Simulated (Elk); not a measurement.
Planning a run of Elk 11.2.3 (patched build) on LiF (Griceite). The input:

```
tasks
  180

xctype
  20

rgkmax
  7.0

gmaxvr
  14.0

lmaxo
  7

lorbcnd
  .true.

tshift
  .false.

ngridk
  8 8 8

vkloff
  0.05 0.15 0.25

nempty
  10

swidth
  0.00551

scissor
  0.13294

gmaxrf
  2.5

wplot
  433 100 0
  0.0 0.7971

optcomp
  1 1
  2 2
  3 3

sppath
  './'

avec
  -0.0000000000 3.8059084150 3.8059084150
  3.8059084150 -0.0000000000 3.8059084150
  3.8059084150 3.8059084150 -0.0000000000

atoms
  2
  'Li.in'
  1
  0.0000000000 0.0000000000 0.0000000000
  'F.in'
  1
  0.5000000000 0.5000000000 0.5000000000
```

```sh
OMP_NUM_THREADS=8 elk > log
```

Question: Estimate wall time and host memory on 8 threads of AMD EPYC 9R45, shared host.

It took 1.7 min; on shared hardware allow 50 s to 3.4 min. Peak host memory was 0.08 GiB.

[Paths, hosts, dates, memory and timing lines, banners, echoed tables and standing remarks are left out of the program output.]

[Logs are printed without paths, hosts, clocks, repeated set-up lines and the standing remarks that a program may print on its own settings, such as how far it seeks lower states.]

[Runs of the session that timed out or met a known fault of the program may be left out.]

[Hosts, paths, dates, database ids (printed as entryN), source tags and the programs' standing remarks are cut or masked in the printed files.]
